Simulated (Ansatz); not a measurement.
# Does disorder add resistance in series? Pt(111) layers displaced at 800 K

Two lengths of the disordered region are known. What area resistance does the third give?

**Method.** Ansatz 0.2.0, plane waves with PAW datasets at their recommended cutoffs (420 eV for most), Fermi-Dirac smearing; ballistic transmission by layer matching. The area resistance is RA = A (h/2e²)(1/T − 1/N), with T the zone-mean transmission per spin and N the lead's channels, both averaged over a few energies near the Fermi level; for magnets each spin is taken apart, with h/e², and the two conduct in parallel. Lateral cell 2x2, PBE, a fresh random draw for each length. Atoms are displaced independently, by 0.102 Å r.m.s. per direction; each RA is scaled by the nominal over the drawn mean square displacement.

The runs, with one result withheld:

```tsv
length (Å)	channels N	RA (fΩ m²)
9.06	6.753	0.277
18.1	6.753	0.503
27.2	6.713	?
```

**Estimate by hand.**

Ohm's law makes RA linear in the length: the slope is (0.503 − 0.277)/(18.1 − 9.06) = 0.0249 fΩ m² per Å, or 25 µΩ cm. Then 0.503 + 0.0249 × 9.06. Predicted: 0.728 fΩ m².

**The withheld run.**

0.773 fΩ m², so the prediction is 5.8 % too low. The three lengths together give 27 µΩ cm. The two increments are 0.23 and 0.27 fΩ m², roughly as Ohm's law has it, though with one draw for each length that is a weak test.

**Limits.** The scatterers repeat sideways with the small cell. The slope is a raw one; a model of isotropic scattering puts it 1.01 times the bulk value over these lengths. Spin-orbit coupling is left out, which matters for Pt.

[Logs are printed without paths, hosts, clocks, repeated set-up lines and the standing remarks that a program may print on its own settings, such as how far it seeks lower states.]
